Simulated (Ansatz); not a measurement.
# Li3Cr: relaxing a made-up structure, part 2 of 2

This structure for Li3Cr is made up. Its elements were placed in a known structure type with a cell scaled to their sizes. What cell does the guess relax to, and how far off was it?

Ansatz 0.2.0; DFT, PBEsol, plane-wave PAW, files of the set soft_1, scalar-relativistic, ferromagnetic start, cell and ions relaxed at zero pressure; PAW set soft_1 (the session's first sound run).

So far: Set-up; Relaxation of the guess. The relaxed cell has a = 2.558, c = 9.798 Å (conventional setting).

## Step 3: Electronic structure of the relaxed cell

A second self-consistent run takes a narrower smearing and the mesh shown in its input; the bands follow along the standard path of the relaxed lattice.

This step: DFT, PBEsol, plane-wave PAW, files of the set soft_1, scalar-relativistic, no spin, bands and density of states at the relaxed cell; PAW set soft_1 (Ansatz 0.2.0).

Contents of input.yaml:

```yaml
crystal:
  lattice:
    - [2.5579189518, 0.0, 0.0]
    - [-1.2789594759, 2.2152227931, 0.0]
    - [0.0, 0.0, 9.7982922777]
  atoms:
    - { symbol: Cr, position: [0.0, 0.0, 0.0] }
    - { symbol: Li, position: [0.3333333333, 0.6666666667, 0.7656804758] }
    - { symbol: Li, position: [0.3333333333, 0.6666666667, 0.2343195242] }
    - { symbol: Li, position: [0.0, 0.0, 0.5] }
kpoints:
  mp_grid: { grid: [14, 14, 4] }
  band_path:
    path:
      - [[0.0, 0.0, 0.0], [0.5, 0.0, 0.0], [0.33333333, 0.33333333, 0.0], [0.0, 0.0, 0.0], [0.0, 0.0, 0.5], [0.5, 0.0, 0.5], [0.33333333, 0.33333333, 0.5], [0.0, 0.0, 0.5]]
      - [[0.5, 0.0, 0.5], [0.5, 0.0, 0.0]]
      - [[0.33333333, 0.33333333, 0.0], [0.33333333, 0.33333333, 0.5]]
    npoints: 8
scf:
  occupations: { method: fermi_dirac, width: 0.03 }
  n_extra_bands: 8
hamiltonian:
  xc: pbesol
  pseudopotentials: { kind: paw, azcp: { folder: soft_1 }, xc_functional: pbe }
output:
  forces: true
  stress: true
  write_bands: true
  dos: { projected: true }
  write_density: true
  write_potential: true
  elf: true
  volumetric_format: npy
```

Launch:

```
> ansatz run input.yaml --threads 4 --pin off --max-ram 8192MiB --backend cpu --events-out ev --progress --plain --runs-dir out
```

Numbers of over 12 decimals in the logs are rounded to 6 here.

Log:

```text
[...]
Crystal: 4 atoms, lattice volume = 55.521 Å³
Basis set: ecut = 420 eV, 1095 PW (Γ), exchange–correlation on 36×36×144 points (8 copies of the dense FFT grid, shifted against one another)
Bands: 20, of which v1, the nominal top of the filled ones, is band 12 counted from 1 (11 counted from 0)
Symmetry: 12 space group operations
[...]
k-points: 72 of 784 (time reversal used)
[...]
SCF iter   1: F=—  HF=-3970.917599 eV  |F-HF|=—  |Δ(HF+E_count)|=         —  Δρ=3.21e-1  dr2=2.44e2  ethr=3.10e-3  ⟨swp⟩=3.7  Hψ=5763  notcnv=0
[...]
SCF iter  12: F=-3956.606471 eV  HF=-3956.606471 eV  |F-HF|=7.04e-9  |Δ(HF+E_count)|=   8.92e-8  Δρ=4.06e-6  dr2=8.74e-9  ethr=4.35e-10  ⟨swp⟩=13.3  Hψ=9279  notcnv=0
SCF 1 converged in 12 iterations: F = -3956.606471 eV  dr2 = 8.74e-9
[...]
NSCF: frozen V_eff on 75 k-points
SCF converged after 12 iterations
Free energy (F): -3956.606471 eV
[...]
Internal energy: -3956.597030 eV  (E = F + TS)
E sigma→0 (E₀):  -3956.601751 eV
Entropy (-TS):   -0.009441 eV (-2.360 meV/atom)
Fermi energy:    5.512852 eV
[...]
--- Forces (eV/Å), atoms counted from 1 ---
  atom   1  Cr     0.00000000    -0.00000000     0.00000000
  atom   2  Li     0.00000000     0.00000000    -0.00353590
  atom   3  Li     0.00000000     0.00000000     0.00353590
  atom   4  Li     0.00000000    -0.00000000     0.00000000
  max |Σ_I F_I| component: 1.62e-17 eV/Å
--- Stress (GPa, compression-positive) ---
        0.076645       0.000000       0.000000
        0.000000       0.076645       0.000000
        0.000000       0.000000      -0.001475
  P = ⅓ Tr σ = 0.0506 GPa (0.506 kbar)
--- Band table (eV; the first three rows and the last of 72) ---
  k-point 0: bands = [... 8 lower, 2.0711, 2.6872, 3.7999, 4.5635, 5.5649, 5.5649, 7.1359, 7.1359, ... 4 higher]
  k-point 1: bands = [... 8 lower, 1.9848, 2.8483, 3.8252, 4.4011, 5.5649, 5.5649, 7.1359, 7.1359, ... 4 higher]
  k-point 2: bands = [... 8 lower, 1.9198, 3.0016, 3.8875, 4.1917, 5.5649, 5.5649, 7.1359, 7.1359, ... 4 higher]
  k-point 71: bands = [... 8 lower, 4.4316, 4.9499, 5.0079, 5.7460, 8.0528, 8.7682, 9.1085, 9.7561, ... 4 higher]
```

It took 3.5 s on 4 threads of Intel Xeon Platinum 8259CL at 2.50GHz (Skylake/Cascade Lake), shared host; peak memory 0.5 GiB.

Numbers from this step:

| Property | Result |
| --- | --- |
| free energy | -3956.6065 eV |
| smearing term TS | 0.009441 eV |
| Fermi energy | 5.513 eV |
| pressure | 0.05061 GPa |

bands.tsv at the labelled points (eV, zero at the Fermi level; the bands that come nearest the Fermi level along the path):

```tsv
point	band 8	band 9	band 10	band 11	band 12	band 13	band 14	band 15
Γ	-5.56	-3.44	-2.83	-1.71	-0.95	0.05	0.05	1.62
M	-2.74	-1.95	-0.38	0.90	1.07	1.35	1.58	2.78
K	-0.85	-0.85	-0.84	-0.75	0.27	2.88	3.44	3.51
Γ	-5.56	-3.44	-2.83	-1.71	-0.95	0.05	0.05	1.62
A	-5.56	-3.59	-2.51	-1.63	-1.32	0.05	0.05	1.62
L	-2.73	-1.95	-0.34	0.67	1.07	1.48	1.74	2.78
H	-0.86	-0.85	-0.84	-0.75	0.27	3.02	3.44	3.61
A	-5.56	-3.59	-2.51	-1.63	-1.32	0.05	0.05	1.62
L	-2.73	-1.95	-0.34	0.67	1.07	1.48	1.74	2.78
M	-2.74	-1.95	-0.38	0.90	1.07	1.35	1.58	2.78
K	-0.85	-0.85	-0.84	-0.75	0.27	2.88	3.44	3.51
H	-0.86	-0.85	-0.84	-0.75	0.27	3.02	3.44	3.61
```

Counts of states for the cell as run, both spins, by energy window (eV from the Fermi level):

```
from  to  total
  -8  -7   0.00
  -7  -6   0.00
  -6  -5   0.12
  -5  -4   0.25
  -4  -3   0.51
  -3  -2   1.74
  -2  -1   3.24
  -1   0   3.08
   0   1   2.78
   1   2   2.96
   2   3   1.84
   3   4   1.07
   4   5   1.16
   5   6   1.30
```

Below -8 eV lie 14.0 more states.

ELF in the ac plane at fractional y = 1.000, with atoms of Cr and Li within 0.2 Å of it. It is the smooth field of the valence electrons, not physical close to the nuclei.

Ten even steps from '_' (0.29 × 1e-1) to '@' (9.47 × 1e-1), each cell a mean:
```
%%%%**==::..::::..::==**%%
++==::....::----::....::==
::::::::--========--::::::
++++====------------====++
++++==::..________..::==++
====::..____________..::==
++==--::__________..::--==
****++++==--------==++++**
++++++****************++++
__....::==**####**==::....
--::______--++++--______::
@@@@++____..----..____++@@
####--____..====..____--##
________::==****==::______
----==++****####****++==--
**********++++++++********
++++==--::........::--==++
====::..____________..::==
++==--..____________..--==
++++++--::........::--++++
--------============------
--::......--====--......::
##**==::....----....::==**
@@@@##++--..::::..--++##@@
```
Columns run along a (2.6 Å), rows up along c (9.8 Å). Atoms in or near the plane, at fractional coordinates: Cr at (0.00, 0.00), Li at (0.00, 0.50).

Valence density in the ac plane at fractional y = 1.000, with atoms of Cr and Li within 0.2 Å of it. It is the smooth field of the valence electrons, not physical close to the nuclei.

Ten steps, logarithmic in the rise over the least value, from '_' (0 e/Å³) to '@' (21 e/Å³), each cell a mean:
```
@@%%##++--::....::--++##%%
++++--::............::--++
........____________......
__________________________
__________________________
__________________________
__________________________
__________________________
__________________________
__________________________
==--..________________..--
####++..____________..++##
****--________________--**
....____________________..
__________________________
__________________________
__________________________
__________________________
__________________________
__________________________
..________________________
--::::......____......::::
####++==::........::==++##
@@@@%%**--::....::--**%%@@
```
Columns run along a (2.6 Å), rows up along c (9.8 Å). Atoms in or near the plane, at fractional coordinates: Cr at (0.00, 0.00), Li at (0.00, 0.50).

Electrostatic potential energy in the ac plane at fractional y = 1.000, with atoms of Cr and Li within 0.2 Å of it. With pseudopotentials it is smooth inside the atoms' cores, unlike the true potential.

Ten even steps from '_' (-28 eV) to '@' (8 eV), each cell a mean:
```
..______==##%%%%##==______
....--++##@@@@@@@@##++--..
%%%%%%@@@@@@@@@@@@@@@@%%%%
@@@@@@@@@@@@@@@@@@@@@@@@@@
@@@@@@@@@@%%%%%%%%@@@@@@@@
@@@@@@@@%%%%####%%%%@@@@@@
@@@@@@@@@@%%%%%%%%@@@@@@@@
@@@@@@@@@@@@@@@@@@@@@@@@@@
@@@@@@@@@@@@@@@@@@@@@@@@@@
%%%%@@@@@@@@@@@@@@@@@@@@%%
--==++##%%@@@@@@@@%%##++==
____..++%%%%@@@@%%%%++..__
__..--**%%@@@@@@@@%%**--..
****##%%@@@@@@@@@@@@%%##**
@@@@@@@@@@@@@@@@@@@@@@@@@@
@@@@@@@@@@@@@@@@@@@@@@@@@@
@@@@@@@@@@@@@@@@@@@@@@@@@@
@@@@@@@@%%%%%%%%%%%%@@@@@@
@@@@@@@@%%%%####%%%%@@@@@@
@@@@@@@@@@@@@@@@@@@@@@@@@@
@@@@@@@@@@@@@@@@@@@@@@@@@@
++++**%%@@@@@@@@@@@@%%**++
______::**%%@@@@%%**::____
--::____::##%%%%##::____::
```
Columns run along a (2.6 Å; values clipped at the 3rd and 97th percentile), rows up along c (9.8 Å). Atoms in or near the plane, at fractional coordinates: Cr at (0.00, 0.00), Li at (0.00, 0.50).

## Step 4: What came out

```json
{
  "space group, relaxed": "P-6m2",
  "conventional cell": "a = 2.558, b = 2.558, c = 9.798 Å; α = 90.0°, β = 90.0°, γ = 120.0°",
  "volume per atom": "13.88 Å³ (guess 15.91)",
  "total moment": "0.00 μB in the cell of 4 atoms"
}
```

**Reading.** Li3Cr relaxes to P-6m2 with a = 2.558, b = 2.558 and c = 9.798 Å. The guessed volume was 15 % too large. The space group P-6m2 was held in the relaxation, so the end point is a stationary structure within it and may be a saddle against distortions or other arrangements. The moments died out from this one start and weren't seeded again at the relaxed cell. Bands cross the Fermi level, so it is a metal or semimetal at this level. The electron count is odd, which forces that without spin polarisation or a larger cell. On the 14×14×4 mesh with the narrower smearing (relaxed on 11×11×3) the largest force component is 0.004 eV/Å and the largest stress component is 0.077 GPa, against the relaxation's thresholds of 0.015 eV/Å and 0.05 GPa. The cutoff wasn't tested. A vector of the cell changed its length by 11 %, more than the volume shows. No dispersion term is used, so weakly bound directions may come out too long. Nothing here tests whether the compound is stable against decomposition.

[Logs are printed without paths, hosts, clocks, repeated set-up lines and the standing remarks that a program may print on its own settings, such as how far it seeks lower states.]

[Hosts, paths, dates, database ids (printed as entryN), source tags and the programs' standing remarks are cut or masked in the printed files.]
